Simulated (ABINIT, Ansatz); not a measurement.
# Iridium (Fm-3m): from the cell to the phonon bands

How does Iridium (Fm-3m) vibrate, and is this structure a minimum?

Calculated with ABINIT 10.8.3; DFT PBE, scalar-relativistic, plane waves, PseudoDojo norm-conserving pseudopotentials.

The database entry behind the starting cell differs from later determinations by our own check (0.1 to 0.3 % short, probably kX units), so it need not match the best structure at ambient conditions.

## Step 1: The structure

Symmetry: Fm-3m, No. 225, cubic system. The conventional cell has a = 3.831 Å, b = 3.831 Å, c = 3.831 Å, α = 90.00°, β = 90.00°, γ = 90.00°. Ir has 12 Ir at 2.71 Å nearest.

## Step 2: A probe with smearing

A first run with smearing and empty bands tells whether the crystal has a gap, which decides between fixed occupations and smearing later on.

File probe.abi:

```
# ground state
tolvrs 1.0d-08
prtden 1
prtwf 1

# basis, mesh and filling
ecut 30.0
ngkpt 8 8 8
nshiftk 1
shiftk 0.0 0.0 0.0
istwfk *1
occopt 7
tsmear 0.005
nband 15
nstep 100
diemac 9.0
prtebands 0
prtgsr 0

# cell and atoms
acell 3*1.0 Angstrom
rprim 
    0.0 1.9156 1.9156
    1.9156 0.0 1.9156
    1.9156 1.9156 0.0
ntypat 1
znucl 77
natom 1
typat 1
xred 
    0.0 0.0 0.0
pp_dirpath "./pseudo"
pseudos "Ir.upf"
```

Launch:

```
$ OMP_NUM_THREADS=1 mpirun -n 16 abinit probe.abi > probe.log
```

Numbers of over 12 decimals in the logs are rounded to 6 here.

probe.abo, the main output file:

```text
[banners, grids, parts of the stress and lines that vanish by symmetry left out]
- input  file    -> probe.abi
- output file    -> probe.abo
- root for input  files -> probei
[...]
Symmetries : space group Fm -3 m (#225); Bravais cF (face-center cubic)
[...]
mpw =         755          nfft =       19683          nkpt =          29
[...]
== DATASET  1 ==================================================================
[...]
-    --> not optimal distribution: autoparal keyword recommended in input file <--
[...]
cutoff_energies: {ecut:  30.0, pawecutdg:  -1.0, }
[...]
ETOT  1  -115.10969531605    -1.151E+02 3.332E+00 1.213E+01
 ETOT  2  -115.15420027576    -4.450E-02 1.130E-01 6.950E+00
 ETOT  3  -115.15637520140    -2.175E-03 1.612E-02 2.077E-02
 ETOT  4  -115.15638250803    -7.307E-06 4.867E-03 7.334E-04
 ETOT  5  -115.15638273162    -2.236E-07 5.099E-03 4.380E-07
 ETOT  6  -115.15638273173    -1.121E-10 1.615E-03 4.411E-08
 ETOT  7  -115.15638273174    -1.124E-11 2.816E-03 9.268E-11
 At SCF step    7       vres2   =  9.27E-11 < tolvrs=  1.00E-08 =>converged.
[...]
sigma(1 1)= -3.88849937E-04  sigma(3 2)=  0.00000000E+00
  sigma(2 2)= -3.88849937E-04  sigma(3 1)=  0.00000000E+00
  sigma(3 3)= -3.88849937E-04  sigma(2 1)=  0.00000000E+00
[...]
convergence: {deltae: -1.124E-11, res2:  9.268E-11, residm:  2.816E-03, diffor: null, }
etotal    :  -1.15156383E+02
[...]
sigma(1 1)= -3.88849937E-04  sigma(3 2)=  0.00000000E+00
  sigma(2 2)= -3.88849937E-04  sigma(3 1)=  0.00000000E+00
  sigma(3 3)= -3.88849937E-04  sigma(2 1)=  0.00000000E+00
[...]
- sigma(1 1)= -1.14403601E+01  sigma(3 2)=  0.00000000E+00
- sigma(2 2)= -1.14403601E+01  sigma(3 1)=  0.00000000E+00
- sigma(3 3)= -1.14403601E+01  sigma(2 1)=  0.00000000E+00
[...]
fcart     -0.0000000000E+00 -0.0000000000E+00 -0.0000000000E+00
           strten     -3.8884993730E-04 -3.8884993730E-04 -3.8884993730E-04
================================================================================

[key lines of the parts left out:]
pressure_GPa:   1.1440E+01
```

It took 2.5 s on 16 MPI ranks of Arm Neoverse V1, shared host; 38 s of CPU time.

Read from the output:

- volume per atom: 14.06 Å³
- pressure: 11.44 GPa
- gap on the k-mesh: 0 eV

No gap opens on this mesh, so smearing is kept; the printed pressure holds the stress of the finite basis too.

## Step 3: Relaxation

The harmonic expansion needs vanishing forces, and a free crystal bears no stress, so cell and atoms are brought to rest. Stress is more sensitive to the basis than forces are: the last 3 Ha under the cutoff are smoothed with ecutsm, and the cutoff is raised above that of the later runs.

File relax.abi:

```
# relaxation
ionmov 2
optcell 2
dilatmx 1.08
ntime 40
tolmxf 1.0d-05
tolvrs 1.0d-14
prtwf 0
prtden 0
chksymtnons 0

# basis, mesh and filling
ecut 38.0
ecutsm 3.0
ngkpt 16 16 16
nshiftk 1
shiftk 0.0 0.0 0.0
istwfk *1
occopt 7
tsmear 0.01
nband 15
nstep 100
diemac 1000000.0
prtebands 0
prtgsr 0

# cell and atoms
acell 3*1.0 Angstrom
rprim 
    0.0 1.9156 1.9156
    1.9156 0.0 1.9156
    1.9156 1.9156 0.0
ntypat 1
znucl 77
natom 1
typat 1
xred 
    0.0 0.0 0.0
pp_dirpath "./pseudo"
pseudos "Ir.upf"
```

Launch:

```
$ OMP_NUM_THREADS=1 mpirun -n 16 abinit relax.abi > relax.log
```

relax.abo, the main output file:

```text
[banners, grids, parts of the stress and lines that vanish by symmetry left out]
- input  file    -> relax.abi
- output file    -> relax.abo
- root for input  files -> relaxi
[...]
Symmetries : space group Fm -3 m (#225); Bravais cF (face-center cubic)
[...]
mpw =        1363          nfft =       32768          nkpt =         145
[...]
== DATASET  1 ==================================================================
[...]
cutoff_energies: {ecut:  38.0, pawecutdg:  -1.0, }
[...]
ETOT  1  -115.09877545621    -1.151E+02 8.257E+00 2.170E+01
 ETOT  2  -115.15737854761    -5.860E-02 8.158E-01 1.177E+01
 ETOT  3  -115.15959524525    -2.217E-03 8.029E-02 6.595E-02
 ETOT  4  -115.15960861698    -1.337E-05 2.547E-02 1.735E-03
 ETOT  5  -115.15960893647    -3.195E-07 5.538E-03 1.889E-06
[...]
At SCF step    9       vres2   =  2.02E-16 < tolvrs=  1.00E-14 =>converged.
[...]
sigma(1 1)= -3.86058282E-04  sigma(3 2)=  0.00000000E+00
  sigma(2 2)= -3.86058282E-04  sigma(3 1)=  0.00000000E+00
  sigma(3 3)= -3.86058282E-04  sigma(2 1)=  0.00000000E+00
[...]
convergence: {deltae: -2.643E-12, res2:  2.018E-16, residm:  3.105E-04, diffor: null, }
etotal    :  -1.15159609E+02
[...]
ETOT  1  -115.15011064428    -1.152E+02 2.375E-04 5.448E+01
[...]
At SCF step    8       vres2   =  8.24E-15 < tolvrs=  1.00E-14 =>converged.
[...]
sigma(1 1)=  4.98097662E-05  sigma(3 2)=  0.00000000E+00
  sigma(2 2)=  4.98097662E-05  sigma(3 1)=  0.00000000E+00
  sigma(3 3)=  4.98097662E-05  sigma(2 1)=  0.00000000E+00
[...]
convergence: {deltae:  2.416E-12, res2:  8.240E-15, residm:  5.820E-04, diffor: null, }
etotal    :  -1.15160144E+02
[...]
ETOT  1  -115.16001716078    -1.152E+02 6.008E-04 7.449E-01
[...]
At SCF step    8       vres2   =  1.93E-16 < tolvrs=  1.00E-14 =>converged.
[...]
sigma(1 1)=  2.55212269E-06  sigma(3 2)=  0.00000000E+00
  sigma(2 2)=  2.55212269E-06  sigma(3 1)=  0.00000000E+00
  sigma(3 3)=  2.55212269E-06  sigma(2 1)=  0.00000000E+00
[...]
convergence: {deltae:  2.984E-13, res2:  1.926E-16, residm:  8.631E-05, diffor: null, }
etotal    :  -1.15160155E+02
[...]
ETOT  1  -115.16015455693    -1.152E+02 5.024E-05 2.155E-03
[...]
ETOT  6  -115.16015495514    -1.222E-12 4.537E-05 6.728E-14
 ETOT  7  -115.16015495514    -2.842E-14 2.347E-05 7.929E-17
 At SCF step    7       vres2   =  7.93E-17 < tolvrs=  1.00E-14 =>converged.
[...]
sigma(1 1)= -1.88235564E-08  sigma(3 2)=  0.00000000E+00
  sigma(2 2)= -1.88235564E-08  sigma(3 1)=  0.00000000E+00
  sigma(3 3)= -1.88235563E-08  sigma(2 1)=  0.00000000E+00
[...]
convergence: {deltae: -2.842E-14, res2:  7.929E-17, residm:  2.347E-05, diffor: null, }
etotal    :  -1.15160155E+02
[...]
At Broyd/MD step   4, gradients are converged :
[...]
sigma(1 1)= -1.88235564E-08  sigma(3 2)=  0.00000000E+00
  sigma(2 2)= -1.88235564E-08  sigma(3 1)=  0.00000000E+00
  sigma(3 3)= -1.88235563E-08  sigma(2 1)=  0.00000000E+00
[...]
- sigma(1 1)= -5.53808149E-04  sigma(3 2)=  0.00000000E+00
- sigma(2 2)= -5.53808148E-04  sigma(3 1)=  0.00000000E+00
- sigma(3 3)= -5.53808148E-04  sigma(2 1)=  0.00000000E+00
[...]
fcart     -0.0000000000E+00 -0.0000000000E+00 -0.0000000000E+00
           strten     -1.8823556380E-08 -1.8823556366E-08 -1.8823556339E-08
================================================================================

[key lines of the parts left out:]
pressure_GPa:   5.5381E-04
Total energy (etotal) [Ha]= -1.15160154955142E+02
```

Wall time 20 s (16 MPI ranks).

The steps of the relaxation:

| step | energy less that of the first step (eV) | largest force (eV/Å) | volume (Å³) |
| --- | --- | --- | --- |
| 1 | 0.0000 | 0.0000 | 14.06 |
| 2 | -0.0146 | 0.0000 | 14.55 |
| 3 | -0.0149 | 0.0000 | 14.49 |
| 4 | -0.0149 | 0.0000 | 14.49 |

| conventional cell, symmetrised | before | after | change |
| --- | --- | --- | --- |
| a (Å) | 3.831 | 3.870 | +1.0 % |
| b (Å) | 3.831 | 3.870 | +1.0 % |
| c (Å) | 3.831 | 3.870 | +1.0 % |
| volume (Å³/atom) | 14.06 | 14.49 | +3.1 % |

Final coordinates:

```xyz
1
Lattice="0.0000 1.9350 1.9350 1.9350 0.0000 1.9350 1.9350 1.9350 0.0000" Properties=species:S:1:pos:R:3 pbc="T T T"
Ir    0.0000    0.0000    0.0000
```

Read from the output:

```
volume per atom : 14.49 Å³
pressure        : 5.54e-4 GPa
```

The volume changes by +3.1 % in this run and stands +3.1 % from the first cell.

## Step 4: Self-consistent run for the response

First-order wavefunctions inherit every error of the ground state, hence the very tight tolvrs. Smearing stays on, as the first look found no gap above 0.3 eV.

File gs.abi:

```
# ground state
tolvrs 1.0d-16
prtden 1
prtwf 1

# basis, mesh and filling
ecut 30.0
ngkpt 16 16 16
nshiftk 1
shiftk 0.0 0.0 0.0
istwfk *1
occopt 7
tsmear 0.01
nband 15
nstep 100
diemac 1000000.0
prtebands 0
prtgsr 0

# cell and atoms
acell 3*1.0 Angstrom
rprim 
    0.0 1.935031465 1.935031465
    1.935031465 0.0 1.935031465
    1.935031465 1.935031465 0.0
ntypat 1
znucl 77
natom 1
typat 1
xred 
    0.0 0.0 0.0
pp_dirpath "./pseudo"
pseudos "Ir.upf"
```

Launch:

```
$ OMP_NUM_THREADS=1 mpirun -n 16 abinit gs.abi > gs.log
```

gs.abo, the main output file:

```text
[banners, grids, parts of the stress and lines that vanish by symmetry left out]
- input  file    -> gs.abi
- output file    -> gs.abo
- root for input  files -> gsi
[...]
Symmetries : space group Fm -3 m (#225); Bravais cF (face-center cubic)
[...]
mpw =         785          nfft =       19683          nkpt =         145
[...]
== DATASET  1 ==================================================================
[...]
cutoff_energies: {ecut:  30.0, pawecutdg:  -1.0, }
[...]
ETOT  1  -115.11542916099    -1.151E+02 4.687E+00 1.295E+01
 ETOT  2  -115.15763190379    -4.220E-02 4.392E-01 7.091E+00
 ETOT  3  -115.15991252823    -2.281E-03 1.917E-01 3.192E-02
 ETOT  4  -115.15992373135    -1.120E-05 5.594E-03 7.362E-04
 ETOT  5  -115.15992395940    -2.280E-07 3.516E-03 2.426E-06
[...]
ETOT  9  -115.15992396004    -1.208E-12 7.623E-04 4.742E-15
 ETOT 10  -115.15992396004     9.805E-13 1.114E-03 3.576E-18
 At SCF step   10       vres2   =  3.58E-18 < tolvrs=  1.00E-16 =>converged.
[...]
sigma(1 1)=  2.95424836E-05  sigma(3 2)=  0.00000000E+00
  sigma(2 2)=  2.95424836E-05  sigma(3 1)=  0.00000000E+00
  sigma(3 3)=  2.95424836E-05  sigma(2 1)=  0.00000000E+00
[...]
convergence: {deltae:  9.805E-13, res2:  3.576E-18, residm:  1.114E-03, diffor: null, }
etotal    :  -1.15159924E+02
[...]
sigma(1 1)=  2.95424836E-05  sigma(3 2)=  0.00000000E+00
  sigma(2 2)=  2.95424836E-05  sigma(3 1)=  0.00000000E+00
  sigma(3 3)=  2.95424836E-05  sigma(2 1)=  0.00000000E+00
[...]
- sigma(1 1)=  8.69169876E-01  sigma(3 2)=  0.00000000E+00
- sigma(2 2)=  8.69169876E-01  sigma(3 1)=  0.00000000E+00
- sigma(3 3)=  8.69169876E-01  sigma(2 1)=  0.00000000E+00
[...]
fcart     -0.0000000000E+00 -0.0000000000E+00 -0.0000000000E+00
           strten      2.9542483609E-05  2.9542483609E-05  2.9542483609E-05
================================================================================

[key lines of the parts left out:]
pressure_GPa:  -8.6917E-01
```

The job ended after 7 s (16 MPI ranks; 1.8 min of CPU time).

Read from the output:

| Property | Result |
| --- | --- |
| pressure | -0.8692 GPa |

The cell stands at -0.87 GPa: the relaxation ran with a smoothed and higher cutoff, and the difference is a stress of the finite basis.

(Part 1 of 4 ends here.)

[Host names and launcher messages were left out of these logs when they were recorded.]

[Logs are printed without paths, hosts, clocks, repeated set-up lines and the standing remarks that a program may print on its own settings, such as how far it seeks lower states.]

[Hosts, paths, dates, database ids (printed as entryN), source tags and the programs' standing remarks are cut or masked in the printed files.]
